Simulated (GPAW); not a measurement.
## A GW chain in GPAW: TiO2 (Rutile)

Wanted: ground state, empty states, screening and self-energy for TiO2 (Rutile).

Main program and level: GPAW 26.7.0; LDA and many-body steps on it, plane waves.

**The experiments to reproduce.**

- Gap 3.28 eV: optical bandgap after anatase to rutile transformation; spectroscopic ellipsometry; film (polycrystalline sol-gel film on Si(100), annealed at high temperature below 800 °C) (“Photocatalytic Performance of Sol-Gel Prepared TiO2 Thin Films Annealed at Various Temperatures”, 2023, pmc:10419699).

- Gap 3.05 eV: band gap; bulk crystal (literature experimental value) (quoted in “Hydrogen related defects in titanium dioxide at the interface to palladium”, 2021, arxiv:2112.05953).

- Gap 3.09 ± 0.06 eV: optical gap from Tauc plot assuming indirect allowed transition; UV/vis diffuse reflectance, Kubelka-Munk and Tauc analysis; film (30 nm ALD shell on quartz particles, grown at 200 C, annealed in air at 500 C; rutile-rich with some anatase) on SiO2 (quartz particles) (“Defect-Mediated Crystallization of the Particulate TiO2 Photocatalyst Grown by Atomic Layer Deposition”, 2024, pmc:11726664).

- Gap 3.03 eV: experimental band gap, quoted; bulk crystal (quoted in “Polaron-induced phonon localization and stiffening in rutile TiO2”, 2016, arxiv:1612.05679).

This is a report of a sequence of runs, with most program output left out.

### Step 1. Set-up

The structure is tetragonal, space group P4_2/mnm (No. 136). Conventional cell: a = 4.592 Å, b = 4.592 Å, c = 2.957 Å, α = 90.00°, β = 90.00°, γ = 90.00°. Nearest to Ti lie 6 O at 1.95 to 1.98 Å. Nearest to O lie 3 Ti at 1.95 to 1.98 Å. Farther neighbours and most contacts between anions are not listed.

Structure file:

```
Ti O
1.0
     4.59220    0.00000    0.00000
     0.00000    4.59220    0.00000
     0.00000    0.00000    2.95740
Ti O
2 4
Direct
  0.00000 0.00000 0.00000
  0.50000 0.50000 0.50000
  0.30496 0.30496 0.00000
  0.19504 0.80496 0.50000
  0.69504 0.69504 0.00000
  0.80496 0.19504 0.50000
```

The cell and positions come from the Crystallography Open Database and are kept as given unless a step says otherwise.

### Step 2. Ground state

This step: GPAW 26.7.0; DFT, LDA, plane waves, PAW.

The ground-state density comes first.

Contents of run.py:

```python
import json
import numpy as np
from gpaw.mpi import world
from ase import Atoms
from gpaw import GPAW, PW, FermiDirac

atoms = Atoms(['Ti', 'Ti', 'O', 'O', 'O', 'O'],
    cell=[[4.5922000000, 0.0000000000, 0.0000000000],
      [0.0000000000, 4.5922000000, 0.0000000000],
      [0.0000000000, 0.0000000000, 2.9574000000]],
    scaled_positions=[[0.0000000000, 0.0000000000, 0.0000000000],
      [0.5000000000, 0.5000000000, 0.5000000000],
      [0.3049600000, 0.3049600000, 0.0000000000],
      [0.1950400000, 0.8049600000, 0.5000000000],
      [0.6950400000, 0.6950400000, 0.0000000000],
      [0.8049600000, 0.1950400000, 0.5000000000]],
    pbc=(True, True, True))
calc = GPAW(mode=PW(600),
    xc='LDA',
    kpts={'size': (6, 6, 8), 'gamma': True},
    occupations=FermiDirac(0.001),
    nbands=-9,
    convergence={'density': 1e-6, 'bands': -3},
    maxiter=100,
    txt='gs.txt')
atoms.calc = calc
res = {'energy': atoms.get_potential_energy()}
kpts = calc.get_ibz_k_points()
res['kpts'] = kpts
res['eigenvalues'] = [calc.get_eigenvalues(kpt=k) for k in range(len(kpts))]
res['n_electrons'] = calc.get_number_of_electrons()
calc.write('gs.gpw')

if world.rank == 0:
    with open('result.json', 'w') as f:
        json.dump(res, f, default=lambda x: x.tolist())
```

Command:

```bash
> mpirun -n 4 gpaw python run.py
```

It took 20 s on 4 MPI ranks of AMD EPYC 9R14 (Zen 4), shared host; peak memory 0.84 GiB.

This step gave:

| Quantity | Value |
| --- | --- |
| total energy | -57.1603 eV |
| gap | 1.823 eV |
| k of the valence top | 0, 0, 0 |
| k of the conduction bottom | 0, 0, 0 |
| least direct gap | 1.823 eV |

The gap is direct, at Γ.

### Step 3. Bands along the symmetry lines

Levels along a band path, at the cheap level, show where the edges lie and whether the meshes to come will hold them.

Contents of run.py:

```python
import json
import numpy as np
from gpaw.mpi import world
from gpaw import GPAW

path = [[0.000000, 0.000000, 0.000000],
    [0.000000, 0.062500, 0.000000],
    [0.000000, 0.125000, 0.000000],
    [0.000000, 0.187500, 0.000000],
    [0.000000, 0.250000, 0.000000],
    [0.000000, 0.312500, 0.000000],
    [0.000000, 0.375000, 0.000000],
    [0.000000, 0.437500, 0.000000],
    [0.000000, 0.500000, 0.000000],
    [0.062500, 0.500000, 0.000000],
    [0.125000, 0.500000, 0.000000],
    [0.187500, 0.500000, 0.000000],
    [0.250000, 0.500000, 0.000000],
    [0.312500, 0.500000, 0.000000],
    [0.375000, 0.500000, 0.000000],
    [0.437500, 0.500000, 0.000000],
    [0.500000, 0.500000, 0.000000],
    [0.437500, 0.437500, 0.000000],
    [0.375000, 0.375000, 0.000000],
    [0.312500, 0.312500, 0.000000],
    [0.250000, 0.250000, 0.000000],
    [0.187500, 0.187500, 0.000000],
    [0.125000, 0.125000, 0.000000],
    [0.062500, 0.062500, 0.000000],
    [0.000000, 0.000000, 0.000000],
    [0.000000, 0.000000, 0.062500],
    [0.000000, 0.000000, 0.125000],
    [0.000000, 0.000000, 0.187500],
    [0.000000, 0.000000, 0.250000],
    [0.000000, 0.000000, 0.312500],
    [0.000000, 0.000000, 0.375000],
    [0.000000, 0.000000, 0.437500],
    [0.000000, 0.000000, 0.500000],
    [0.000000, 0.062500, 0.500000],
    [0.000000, 0.125000, 0.500000],
    [0.000000, 0.187500, 0.500000],
    [0.000000, 0.250000, 0.500000],
    [0.000000, 0.312500, 0.500000],
    [0.000000, 0.375000, 0.500000],
    [0.000000, 0.437500, 0.500000],
    [0.000000, 0.500000, 0.500000],
    [0.062500, 0.500000, 0.500000],
    [0.125000, 0.500000, 0.500000],
    [0.187500, 0.500000, 0.500000],
    [0.250000, 0.500000, 0.500000],
    [0.312500, 0.500000, 0.500000],
    [0.375000, 0.500000, 0.500000],
    [0.437500, 0.500000, 0.500000],
    [0.500000, 0.500000, 0.500000],
    [0.437500, 0.437500, 0.500000],
    [0.375000, 0.375000, 0.500000],
    [0.312500, 0.312500, 0.500000],
    [0.250000, 0.250000, 0.500000],
    [0.187500, 0.187500, 0.500000],
    [0.125000, 0.125000, 0.500000],
    [0.062500, 0.062500, 0.500000],
    [0.000000, 0.000000, 0.500000],
    [0.000000, 0.500000, 0.000000],
    [0.000000, 0.500000, 0.062500],
    [0.000000, 0.500000, 0.125000],
    [0.000000, 0.500000, 0.187500],
    [0.000000, 0.500000, 0.250000],
    [0.000000, 0.500000, 0.312500],
    [0.000000, 0.500000, 0.375000],
    [0.000000, 0.500000, 0.437500],
    [0.000000, 0.500000, 0.500000],
    [0.500000, 0.500000, 0.000000],
    [0.500000, 0.500000, 0.062500],
    [0.500000, 0.500000, 0.125000],
    [0.500000, 0.500000, 0.187500],
    [0.500000, 0.500000, 0.250000],
    [0.500000, 0.500000, 0.312500],
    [0.500000, 0.500000, 0.375000],
    [0.500000, 0.500000, 0.437500],
    [0.500000, 0.500000, 0.500000]]
calc = GPAW('gs.gpw').fixed_density(kpts=path,
    symmetry='off',
    nbands=34,
    convergence={'bands': 30},
    txt='bands.txt')
res = {}
kpts = calc.get_ibz_k_points()
res['kpts'] = kpts
res['eigenvalues'] = [calc.get_eigenvalues(kpt=k) for k in range(len(kpts))]
res['n_electrons'] = calc.get_number_of_electrons()

if world.rank == 0:
    with open('result.json', 'w') as f:
        json.dump(res, f, default=lambda x: x.tolist())
```

Command:

```bash
> mpirun -n 4 gpaw python run.py
```

Elapsed: 14 s, on 4 MPI ranks; peak memory 0.91 GiB.

Numbers from this step:

```
gap                        : 1.823 eV
k of the valence top       : 0, 0, 0
k of the conduction bottom : 0, 0, 0
least direct gap           : 1.823 eV
```

The gap is 1.823 eV, as in the run before at this level.

The electronic bands at the labelled points (eV, zero at the top of the highest filled band):

| point | band 21 | band 22 | band 23 | band 24 | band 25 | band 26 | band 27 | band 28 |
| --- | --- | --- | --- | --- | --- | --- | --- | --- |
| Γ | -0.70 | -0.45 | -0.45 | 0.00 | 1.82 | 2.11 | 2.37 | 2.46 |
| halfway | -1.45 | -1.07 | -0.83 | -0.23 | 2.13 | 2.44 | 2.69 | 2.77 |
| X | -1.66 | -1.66 | -0.76 | -0.76 | 2.50 | 2.50 | 3.00 | 3.00 |
| halfway | -1.49 | -1.49 | -1.11 | -1.11 | 2.23 | 2.23 | 2.74 | 2.74 |
| M | -1.31 | -1.31 | -1.06 | -1.06 | 1.87 | 1.87 | 2.49 | 2.49 |
| halfway | -1.77 | -1.14 | -1.14 | -0.40 | 1.90 | 2.47 | 2.54 | 3.00 |
| Γ | -0.70 | -0.45 | -0.45 | 0.00 | 1.82 | 2.11 | 2.37 | 2.46 |
| halfway | -1.80 | -1.50 | -1.50 | -0.48 | 2.18 | 2.52 | 2.81 | 3.12 |
| Z | -2.43 | -2.43 | -1.44 | -1.44 | 2.95 | 2.95 | 3.14 | 3.14 |
| halfway | -1.82 | -1.82 | -1.65 | -1.65 | 2.42 | 2.42 | 3.16 | 3.16 |
| R | -2.08 | -2.08 | -1.05 | -1.05 | 1.85 | 1.85 | 3.17 | 3.17 |
| halfway | -1.55 | -1.55 | -0.89 | -0.89 | 2.11 | 2.11 | 3.18 | 3.18 |
| A | -1.30 | -1.30 | -0.68 | -0.68 | 2.55 | 2.55 | 3.19 | 3.19 |
| halfway | -1.89 | -1.59 | -1.40 | -1.22 | 2.05 | 2.74 | 3.15 | 3.16 |
| Z | -2.43 | -2.43 | -1.44 | -1.44 | 2.95 | 2.95 | 3.14 | 3.14 |
| jump to X | -1.66 | -1.66 | -0.76 | -0.76 | 2.50 | 2.50 | 3.00 | 3.00 |
| halfway | -1.99 | -1.99 | -0.86 | -0.86 | 2.52 | 2.52 | 3.17 | 3.17 |
| R | -2.08 | -2.08 | -1.05 | -1.05 | 1.85 | 1.85 | 3.17 | 3.17 |
| jump to M | -1.31 | -1.31 | -1.06 | -1.06 | 1.87 | 1.87 | 2.49 | 2.49 |
| halfway | -1.82 | -1.82 | -1.36 | -1.36 | 2.66 | 2.66 | 2.85 | 2.85 |
| A | -1.30 | -1.30 | -0.68 | -0.68 | 2.55 | 2.55 | 3.19 | 3.19 |

### Step 4. Empty states on the mesh, 4×4×6 mesh, 410 bands

The sums over transitions need many empty states on a uniform mesh; this step solves for them.

Contents of run.py:

```python
import json
import numpy as np
from gpaw.mpi import world
from gpaw import GPAW

calc = GPAW('gs.gpw').fixed_density(kpts={'size': (4, 4, 6), 'gamma': True},
    parallel={'domain': 1, 'band': 1},
    txt='nscf.txt')
calc.diagonalize_full_hamiltonian(nbands=410)
calc.write('full.gpw', mode='all')
res = {}
kpts = calc.get_ibz_k_points()
res['kpts'] = kpts
res['eigenvalues'] = [calc.get_eigenvalues(kpt=k) for k in range(len(kpts))]
res['n_electrons'] = calc.get_number_of_electrons()

if world.rank == 0:
    with open('result.json', 'w') as f:
        json.dump(res, f, default=lambda x: x.tolist())
```

Command:

```bash
> mpirun -n 4 gpaw python run.py
```

Run time: 42 s. Hardware: 4 MPI ranks; peak memory 2.5 GiB.

This step gave:

| Quantity | Value |
| --- | --- |
| gap | 1.823 eV |
| k of the valence top | 0, 0, 0 |
| k of the conduction bottom | 0, 0, 0 |
| least direct gap | 1.823 eV |
| k points computed | 28 |
| lowest point of the top converged band, above the valence top | 181.7620 eV |

On this mesh the gap is 1.823 eV.

### Step 5. Screening and self-energy, 4×4×6 mesh, 186 bands, screening to 120 eV

Now the one-shot GW correction: screening in the RPA, then the self-energy of the levels asked for.

This step: G0W0 on LDA, plane waves, PAW.

Contents of run.py:

```python
import json
import numpy as np
from gpaw.mpi import world
from gpaw.response.g0w0 import G0W0

gw = G0W0('full.gpw',
    filename='gw',
    kpts=[0],
    bands=(22, 26),
    ecut=120,
    nbands=186,
    integrate_gamma='WS',
    ppa=True)
gw.calculate()
res = {mode: {k: v for k, v in r.items() if k != 'sigma_eskwn'}
       for mode, r in gw.all_results.items()}

if world.rank == 0:
    with open('result.json', 'w') as f:
        json.dump(res, f, default=lambda x: x.tolist())
```

Command:

```bash
> mpirun -n 4 gpaw python run.py
```

It took 4.6 min on 4 MPI ranks; peak memory 2.1 GiB; 18 min of CPU time.

This step gave:

```yaml
g0w0_gap_on_the_points_computed: 3.698 eV
least_direct_g0w0_gap_on_the_computed_points: 3.698 eV
z_at_the_valence_top: 0.7548
z_at_the_conduction_bottom: 0.7636
starting_gap_on_the_mesh: 1.823 eV
k_of_the_valence_top: 0, 0, 0
k_of_the_conduction_bottom: 0, 0, 0
```

The gap on the mesh goes from 1.82 eV to 3.70 eV, a correction of +1.88 eV.

Limits: finite bands, cutoff and mesh. v1 is the top filled band, c1 the lowest empty one. The levels before and after the correction (eV, zero at the valence-band top of each column):

|  | conduction bottom | valence top |
| --- | --- | --- |
| Kohn-Sham | 1.82 | 0.00 |
| G0W0 | 3.70 | 0.00 |

|  | level | energy (eV) |
| --- | --- | --- |
| Kohn-Sham | Γ v2 | -0.446 |
| Kohn-Sham | Γ v1 | 0.000 |
| Kohn-Sham | Γ c1 | 1.823 |
| Kohn-Sham | Γ c2 | 2.111 |
| G0W0 | Γ v2 | -0.461 |
| G0W0 | Γ v1 | 0.000 |
| G0W0 | Γ c1 | 3.698 |
| G0W0 | Γ c2 | 3.867 |

### Step 6. Where the time went

Times are wall times on 4 MPI ranks of AMD EPYC 9R14 (Zen 4), shared host, good to a factor of about two.

| step | time | share | memory (GiB) |
| --- | --- | --- | --- |
| ground state | 20 s | 6 % | 0.84 |
| bands along the symmetry lines | 14 s | 4 % | 0.91 |
| empty states on the mesh | 42 s | 12 % | 2.5 |
| screening and self-energy | 4.6 min | 78 % | 2.1 |

### Step 7. Summary of results

```
LDA gap              : 1.82 eV, direct
G0W0 gap on the mesh : 3.70 eV
GW settings          : 4×4×6 mesh, 186 bands, screening to 120 eV, Godby-Needs plasmon pole
known limits         : not at the basis limit
```

G0W0 moves the gap on the mesh from 1.82 eV to 3.70 eV (+1.88 eV), with Z of 0.75 and 0.76 at the edges. Only 1 of the mesh's irreducible points was corrected, so a valley elsewhere could overtake. The dearest step here is «screening and self-energy». Against experiment, by G0W0@LDA: the gap of 3.70 eV lies +0.42 eV from the measured 3.28 eV (optical, 2023); the gap of 3.70 eV lies +0.65 eV from the measured 3.05 eV (kind not stated, quoted 2021); the gap of 3.70 eV lies +0.61 eV from the measured 3.09 ± 0.06 eV (indirect, on SiO2 (quartz particles), 2024); the gap of 3.70 eV lies +0.67 eV from the measured 3.03 eV (kind not stated, quoted 2016). An exciton line or allowed optical edge lies below the quasiparticle gap by the binding energy; a forbidden edge can push the onset above it. The calculation has static nuclei and no excitons; a measured gap holds zero-point and thermal motion, which mostly lowers it. Bands and cutoff are finite, so the gap is not at the basis limit. The miss can reach some tenths of an eV and take either sign; the mesh is an error of its own. These stock PAW sets were not made for GW. In the G0W0 run levels were corrected at 1 k point alone, so a gap called «on the mesh» is the least over those, and an edge elsewhere would be missed.

[Paths, hosts, dates, memory and timing lines, banners, echoed tables and standing remarks are left out of the program output.]

[Logs are printed without paths, hosts, clocks, repeated set-up lines and the standing remarks that a program may print on its own settings, such as how far it seeks lower states.]

[Runs of the session that timed out or met a known fault of the program may be left out.]

[Hosts, paths, dates, database ids (printed as entryN), source tags and the programs' standing remarks are cut or masked in the printed files.]
